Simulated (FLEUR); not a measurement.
# MnO (Manganosite): a ladder in the smearing

Two starts of MnO (Manganosite) are run at each rung of the smearing. Which rung is enough?

Method: PBE; all-electron FLAPW, Dirac cores, scalar-relativistic bands, in FLEUR MaX-R8.1.

## Step 1: Set-up

Symmetry: Fm-3m, No. 225, cubic system. The conventional cell has a = 4.446 Å, b = 4.446 Å, c = 4.446 Å, α = 90.00°, β = 90.00°, γ = 90.00°. Nearest to Mn lie 6 O at 2.22 Å. O has 6 Mn at 2.22 Å nearest. Farther neighbours and most contacts between anions are not listed.

## Step 2: Rung 1 (width 0.5 eV), start ferro +

A wide smearing converges easily but acts like a high temperature on the moments; each rung narrows it.

inpgen writes inp.xml from crystal.txt; cutoffs, mixing, functional, smearing and local orbitals are then set in the file. The k list default-1 (kpts.xml, not shown) is a Γ-centred 8×8×8 mesh; where the ranks do not divide the number of points, some are split in two of half the weight.

File inp.xml:

```
<?xml version="1.0" encoding="UTF-8" standalone="no"?>
<fleurInput fleurInputVersion="0.39">
   <comment>
      MnO
   </comment>
   <calculationSetup>
      <cutoffs Kmax="4.05" Gmax="12.1" GmaxXC="12.1" numbands="0"/>
      <scfLoop itmax="90" minDistance="0.00002" maxIterBroyd="15" imix="Anderson" alpha="0.05" precondParam="0.0" spinf="2.0" sdNocoIR="T"/>
      <coreElectrons ctail="T" frcor="F" kcrel="0" coretail_lmax="0"/>
      <xcFunctional name="pbe" relativisticCorrections="F"/>
      <magnetism jspins="2"/>
      <soc l_soc="F" theta="0.0" phi="0.0" spav="F"/>
      <expertModes spex="0" secvar="F"/>
      <geometryOptimization l_f="F" forcealpha="1.0" forcemix="BFGS" epsdisp="0.00001" epsforce="0.00001"/>
      <ldaU l_linMix="F" mixParam="0.05" spinf="1.0"/>
   </calculationSetup>
   <cell>
      <bzIntegration valenceElectrons="21.0" mode="hist" fermiSmearingEnergy="0.01837466">
         <kPointListSelection listName="default-1"/>
         <xi:include xmlns:xi="http://www.w3.org/2001/XInclude" href="kpts.xml"> </xi:include>
      </bzIntegration>
      <xi:include xmlns:xi="http://www.w3.org/2001/XInclude" href="sym.xml"> </xi:include>
      <bulkLattice scale="1.0">
         <bravaisMatrix>
            <row-1>    0.0000000000000000     4.2008611749857998     4.2008611749857998</row-1>
            <row-2>    4.2008611749857998     0.0000000000000000     4.2008611749857998</row-2>
            <row-3>    4.2008611749857998     4.2008611749857998     0.0000000000000000</row-3>
         </bravaisMatrix>
      </bulkLattice>
   </cell>
   <atomSpecies>
      <species name="Manganese 4.500" element="Mn" atomicNumber="25">
         <mtSphere radius="2.62" gridPoints="867" logIncrement="0.014"/>
         <atomicCutoffs lmax="10" lnonsphr="8"/>
         <electronConfig flipSpins="F">
            <coreConfig>(1s1/2) (2s1/2) (2p1/2) (2p3/2)</coreConfig>
            <valenceConfig>(3s1/2) (3p1/2) (3p3/2) (4s1/2) (3d3/2) (3d5/2)</valenceConfig>
            <stateOccupation state="(3d3/2)" spinUp="1.75" spinDown="0.25"/>
            <stateOccupation state="(3d5/2)" spinUp="3.0" spinDown="0.0"/>
         </electronConfig>
         <energyParameters s="4" p="4" d="3" f="4"/>
         <lo type="SCLO" l="0" n="3" eDeriv="0"/>
         <lo type="SCLO" l="1" n="3" eDeriv="0"/>
      </species>
      <species name="Oxygen (O)" element="O" atomicNumber="8">
         <mtSphere radius="1.48" gridPoints="489" logIncrement="0.022"/>
         <atomicCutoffs lmax="6" lnonsphr="4"/>
         <electronConfig flipSpins="F">
            <coreConfig>(1s1/2)</coreConfig>
            <valenceConfig>(2s1/2) (2p1/2) (2p3/2)</valenceConfig>
            <stateOccupation state="(2p1/2)" spinUp="0.666667" spinDown="0.666667"/>
            <stateOccupation state="(2p3/2)" spinUp="1.333333" spinDown="1.333333"/>
         </electronConfig>
         <energyParameters s="2" p="2" d="3" f="4"/>
      </species>
   </atomSpecies>
   <atomGroups>
      <atomGroup species="Manganese 4.500">
         <relPos label="                   1">.0000000000 .0000000000 .0000000000</relPos>
         <force calculate="T" relaxXYZ="TTT"/>
      </atomGroup>
      <atomGroup species="Oxygen (O)">
         <relPos label="                   2">1.000/2.000 1.000/2.000 1.000/2.000</relPos>
         <force calculate="T" relaxXYZ="TTT"/>
      </atomGroup>
   </atomGroups>
   <output dos="F" band="F" slice="F">
      <bandDOS minEnergy="-.5*Htr" maxEnergy="0.5*Htr" sigma="0.015" storeEVData="T"/>
      <plotting iplot="0" polar="F">
         <plot TwoD="T" vec1="  1.0  0.0  0.0" vec2="  0.0  1.0  0.0" vec3="  0.0  0.0  1.0" zero="  0.0  0.0  0.0" file="plot"/>
      </plotting>
      <moessbauerParams electricFieldGradient="F" isomerShift="F" coreHyperfine="F" valenceHyperfine="F"/>
   </output>
</fleurInput>
```

File crystal.txt:

```
MnO
&input film=F cartesian=F /
0.00000000000  2.22300000000  2.22300000000
2.22300000000  0.00000000000  2.22300000000
2.22300000000  2.22300000000  0.00000000000
1.8897261246
1.0 1.0 1.0

2
25 0.00000000000  0.00000000000  0.00000000000 : 4.500
8 0.50000000000  0.50000000000  0.50000000000

&kpt div1=8 div2=8 div3=8 gamma=T /
```

The run is started by

```bash
> OMP_NUM_THREADS=1 inpgen -f crystal.txt > inpgen.log  # inp.xml is then edited as shown
> OMP_NUM_THREADS=1 mpirun -n 4 fleur_MPI > fleur.log
```

What it wrote:

```text
Welcome to FLEUR        (www.flapw.de)
      MaX-Release 8.1          (www.max-centre.eu)

 ========== k-point set info ==========
 Selected k-point list: default-1
 k-point list type: mesh
 0 x 0 x 0
 Number of k points: 32

 ------------Calculation Setup---------------------------
 Number of MPI-tasks      :            4
 Number of PE/node        :            4
 Number of OMP-threads    :            1
 k-points in parallel     :            4
 pe's per k-point         :            1
 No of k-point loops      :            8
 Eigenvalue solver        :       lapack
 Number of basis functions:          188
 Approximate size of matrices (H+S) per k-point:         0.001 GB
 --------------------------------------------------------
 Iteration:     1   Distance:      20.76172686 me/bohr^3
 Iteration:     2   Distance:      17.32428785 me/bohr^3
 Iteration:     3   Distance:       8.52857383 me/bohr^3
 Iteration:     4   Distance:       7.64552684 me/bohr^3
 Iteration:     5   Distance:       4.53088869 me/bohr^3
 Iteration:     6   Distance:       2.53500326 me/bohr^3
 Iteration:     7   Distance:       2.17956664 me/bohr^3
 Iteration:     8   Distance:       1.33843504 me/bohr^3
 Iteration:     9   Distance:       0.77406363 me/bohr^3
 Iteration:    10   Distance:       0.19219108 me/bohr^3
 Iteration:    11   Distance:       0.10166002 me/bohr^3
 Iteration:    12   Distance:       0.05090973 me/bohr^3
 Iteration:    13   Distance:       0.05604952 me/bohr^3
 Iteration:    14   Distance:       0.00443161 me/bohr^3
 Iteration:    15   Distance:       0.00363520 me/bohr^3
 Iteration:    16   Distance:       0.00356867 me/bohr^3
 Iteration:    17   Distance:       0.00275077 me/bohr^3
 Iteration:    18   Distance:       0.00112519 me/bohr^3
 Iteration:    19   Distance:       0.00037889 me/bohr^3
 Iteration:    20   Distance:       0.00007928 me/bohr^3
 Iteration:    21   Distance:       0.00005546 me/bohr^3
 Iteration:    22   Distance:       0.00001456 me/bohr^3

 ********************************************************************
 Run finished successfully
 Stop message:
   all done
 ********************************************************************

--- out.xml (last complete iteration) ---
<iteration numberForCurrentRun="   22" overallNumber="   22">
         [... left out ...]
         <bandgap value="0.0144198614" units="eV"/>
         <sumValenceSingleParticleEnergies value="-12.6317618559" units="Htr"/>
         <FermiEnergy value="0.3245516090" units="Htr"/>
         <valenceDensity>
            <mtCharges spin="1">
               <mtCharge atomType="1" total="9.0611614" s="1.1783693" p="3.2142458" d="4.5883984" f="0.0557597"/>
               <mtCharge atomType="2" total="2.4278867" s="0.7538989" p="1.6679420" d="0.0053182" f="0.0006108"/>
            </mtCharges>
            <mtCharges spin="2">
               <mtCharge atomType="1" total="5.1195543" s="1.1387937" p="3.1899676" d="0.7201251" f="0.0488700"/>
               <mtCharge atomType="2" total="2.2937532" s="0.7280190" p="1.5636945" d="0.0018968" f="0.0001143"/>
            </mtCharges>
            <spinDependentCharge spin="1" total="12.5788394" interstitial="1.0897913" mtSpheres="11.4890480"/>
            <spinDependentCharge spin="2" total="8.4211606" interstitial="1.0078532" mtSpheres="7.4133074"/>
            <totalCharge value="21.0000000000"/>
         </valenceDensity>
         [... left out ...]
         <magneticMomentsInMTSpheres units="muBohr">
            <globalMagMoment atomType="1" vec="0.00000   0.00000   3.94161"/>
            <localMagMoment atomType="1" vec="0.00000   0.00000   3.94161"/>
            <globalMagMoment atomType="2" vec="0.00000   0.00000   0.13413"/>
            <localMagMoment atomType="2" vec="0.00000   0.00000   0.13413"/>
         </magneticMomentsInMTSpheres>
         [... left out ...]
         <totalEnergy value="    -1233.8944037040" units="Htr">
            <sumOfEigenvalues value="     -709.6380697119">
               <coreElectrons value="-697.0063078560"/>
               <valenceElectrons value="-12.6317618559"/>
            </sumOfEigenvalues>
            <densityCoulombPotentialIntegral value="-1878.9179391409"/>
            <densityEffectivePotentialIntegral value="-1957.8380519339"/>
            <chargeDenXCDenIntegral value="-60.8974980796"/>
            <FockExchangeEnergyValence value="0.0000000000"/>
            <FockExchangeEnergyCore value="0.0000000000"/>
         [... left out ...]
            <tkbTimesEntropy value="0.0371759578"/>
            <freeEnergy value="-1233.9315796618"/>
            <extrapolationTo0K value="-1233.9129916829"/>
         </totalEnergy>
         <densityConvergence units="me/bohr^3">
            <chargeDensity spin="1" distance="0.0000044225"/>
            <chargeDensity spin="2" distance="0.0000122293"/>
            <overallChargeDensity distance="0.0000112330"/>
            <spinDensity distance="0.0000145619"/>
         </densityConvergence>
      </iteration>
```

Wall time 10 s (4 MPI ranks of Intel Xeon 6975P-C (Granite Rapids), shared host); peak memory 0.25 GiB; 41 s of CPU time.

Numbers from this step:

```
free energy                                                       : -33576.9888 eV
program's band gap on this mesh (in a metal only a level spacing) : 0.01442 eV
magnetization                                                     : 4.158 μB
final state                                                       : ferromagnetic
largest moment                                                    : 3.942 μB
```

After 22 cycles the largest moment stands at 3.94 μB.

## Step 3: Rung 1 (width 0.5 eV), start antiferro q=(0,1/2,1/2) +-

The second start gives the energy difference between the two end states, the quantity that is followed up the ladder. Its q is in fractions of the primitive cell's reciprocal vectors.

The k list default-1 (kpts.xml, not shown) is a Γ-centred 8×4×8 mesh.

Edit inp.xml of step 2 so:

```diff
@@ -17,3 +17,3 @@
    <cell>
-      <bzIntegration valenceElectrons="21.0" mode="hist" fermiSmearingEnergy="0.01837466">
+      <bzIntegration valenceElectrons="42.0" mode="hist" fermiSmearingEnergy="0.01837466">
          <kPointListSelection listName="default-1"/>
@@ -25,4 +25,4 @@
             <row-1>    0.0000000000000000     4.2008611749857998     4.2008611749857998</row-1>
-            <row-2>    4.2008611749857998     0.0000000000000000     4.2008611749857998</row-2>
-            <row-3>    4.2008611749857998     4.2008611749857998     0.0000000000000000</row-3>
+            <row-2>    8.4017223499715996     0.0000000000000000     8.4017223499715996</row-2>
+            <row-3>    8.4017223499715996     4.2008611749857998     4.2008611749857998</row-3>
          </bravaisMatrix>
@@ -39,2 +39,15 @@
             <stateOccupation state="(3d5/2)" spinUp="3.0" spinDown="0.0"/>
+         </electronConfig>
+         <energyParameters s="4" p="4" d="3" f="4"/>
+         <lo type="SCLO" l="0" n="3" eDeriv="0"/>
+         <lo type="SCLO" l="1" n="3" eDeriv="0"/>
+      </species>
+      <species name="Manganese -4.500" element="Mn" atomicNumber="25">
+         <mtSphere radius="2.62" gridPoints="867" logIncrement="0.014"/>
+         <atomicCutoffs lmax="10" lnonsphr="8"/>
+         <electronConfig flipSpins="F">
+            <coreConfig>(1s1/2) (2s1/2) (2p1/2) (2p3/2)</coreConfig>
+            <valenceConfig>(3s1/2) (3p1/2) (3p3/2) (4s1/2) (3d3/2) (3d5/2)</valenceConfig>
+            <stateOccupation state="(3d3/2)" spinUp="0.25" spinDown="1.75"/>
+            <stateOccupation state="(3d5/2)" spinUp="0.0" spinDown="3.0"/>
          </electronConfig>
@@ -61,4 +74,12 @@
       </atomGroup>
+      <atomGroup species="Manganese -4.500">
+         <relPos label="                   2">.0000000000 1.000/2.000 .0000000000</relPos>
+         <force calculate="T" relaxXYZ="TTT"/>
+      </atomGroup>
       <atomGroup species="Oxygen (O)">
-         <relPos label="                   2">1.000/2.000 1.000/2.000 1.000/2.000</relPos>
+         <relPos label="                   3">1.000/2.000 .0000000000 1.000/2.000</relPos>
+         <force calculate="T" relaxXYZ="TTT"/>
+      </atomGroup>
+      <atomGroup species="Oxygen (O)">
+         <relPos label="                   4">1.000/2.000 1.000/2.000 1.000/2.000</relPos>
          <force calculate="T" relaxXYZ="TTT"/>
```

File crystal.txt:

```
MnO
&input film=F cartesian=F /
0.00000000000  2.22300000000  2.22300000000
4.44600000000  0.00000000000  4.44600000000
4.44600000000  2.22300000000  2.22300000000
1.8897261246
1.0 1.0 1.0

4
25 0.00000000000  0.00000000000  0.00000000000 : 4.500
25 0.00000000000  0.50000000000  0.00000000000 : -4.500
8 0.50000000000  0.00000000000  0.50000000000
8 0.50000000000  0.50000000000  0.50000000000

&kpt div1=8 div2=4 div3=8 gamma=T /
```

What it wrote:

```text
[banner, memory and clock lines left out]
Welcome to FLEUR        (www.flapw.de)
      MaX-Release 8.1          (www.max-centre.eu)

 ========== k-point set info ==========
 Selected k-point list: default-1
 k-point list type: mesh
 0 x 0 x 0
 Number of k points: 80

 [... set-up left out ...]
 Iteration:     1   Distance:      21.01468871 me/bohr^3
 Iteration:     2   Distance:      17.49174697 me/bohr^3
 Iteration:     3   Distance:       8.48053009 me/bohr^3
 Iteration:     4   Distance:       7.63486010 me/bohr^3
 Iteration:     5   Distance:       4.47977724 me/bohr^3
 Iteration:     6   Distance:       2.58607591 me/bohr^3
 Iteration:     7   Distance:       1.90128836 me/bohr^3
 Iteration:     8   Distance:       1.30138738 me/bohr^3
[... lines left out ...]
 Iteration:    19   Distance:       0.00094350 me/bohr^3
 Iteration:    20   Distance:       0.00040738 me/bohr^3
 Iteration:    21   Distance:       0.00011643 me/bohr^3
 Iteration:    22   Distance:       0.00005915 me/bohr^3
 Iteration:    23   Distance:       0.00003319 me/bohr^3
 Iteration:    24   Distance:       0.00001560 me/bohr^3

 ********************************************************************
 Run finished successfully
 Stop message:
   all done
 ********************************************************************

--- out.xml (last complete iteration) ---
<iteration numberForCurrentRun="   24" overallNumber="   24">
         [... left out ...]
         <bandgap value="0.0000106942" units="eV"/>
         <sumValenceSingleParticleEnergies value="-25.2702246529" units="Htr"/>
         <FermiEnergy value="0.3284387600" units="Htr"/>
         [... left out ...]
         <magneticMomentsInMTSpheres units="muBohr">
            <globalMagMoment atomType="1" vec="0.00000   0.00000   3.97836"/>
            <globalMagMoment atomType="2" vec="0.00000   0.00000  -3.97835"/>
            <globalMagMoment atomType="3" vec="0.00000   0.00000  -0.04858"/>
            <globalMagMoment atomType="4" vec="0.00000   0.00000   0.04858"/>
         </magneticMomentsInMTSpheres>
         [... left out ...]
         <totalEnergy value="    -2467.7930121791" units="Htr">
            <sumOfEigenvalues value="    -1419.2891324161">
               <coreElectrons value="-1394.0189077632"/>
               <valenceElectrons value="-25.2702246529"/>
            </sumOfEigenvalues>
         [... left out ...]
            <freeEnergy value="-2467.8644745310"/>
            <extrapolationTo0K value="-2467.8287433551"/>
         </totalEnergy>
         <densityConvergence units="me/bohr^3">
            <chargeDensity spin="1" distance="0.0000108506"/>
            <chargeDensity spin="2" distance="0.0000077591"/>
            <overallChargeDensity distance="0.0000106003"/>
            <spinDensity distance="0.0000156050"/>
         </densityConvergence>
      </iteration>
```

The job ended after 59 s (4 MPI ranks; peak memory 0.46 GiB; 3.9 min of CPU time).

Spin moment in the muffin-tin sphere by atom:

```
atom  spin moment in the muffin-tin sphere (μB)
 Mn1                                       3.98
 Mn2                                      -3.98
  O3                                      -0.05
  O4                                       0.05
```

Numbers from this step:

- free energy: -67154.0134 eV
- program's band gap on this mesh (in a metal only a level spacing): 1.07e-5 eV
- magnetization: 0 μB
- final state: antiferromagnetic

This start lies -17.9 meV a seeded atom from the first; its largest moment is 3.98 μB.

(Part 1 of 4 ends here.)

[Logs and program files are shortened in this print: banners, set-up blocks, solver, clock and traceback lines can be left out without a mark of their own.]

[Logs are printed without paths, hosts, clocks, repeated set-up lines and the standing remarks that a program may print on its own settings, such as how far it seeks lower states.]

[Hosts, paths, dates, database ids (printed as entryN), source tags and the programs' standing remarks are cut or masked in the printed files.]

[Where a cell is said to come from a database of computed structures, the database is the Materials Project.]
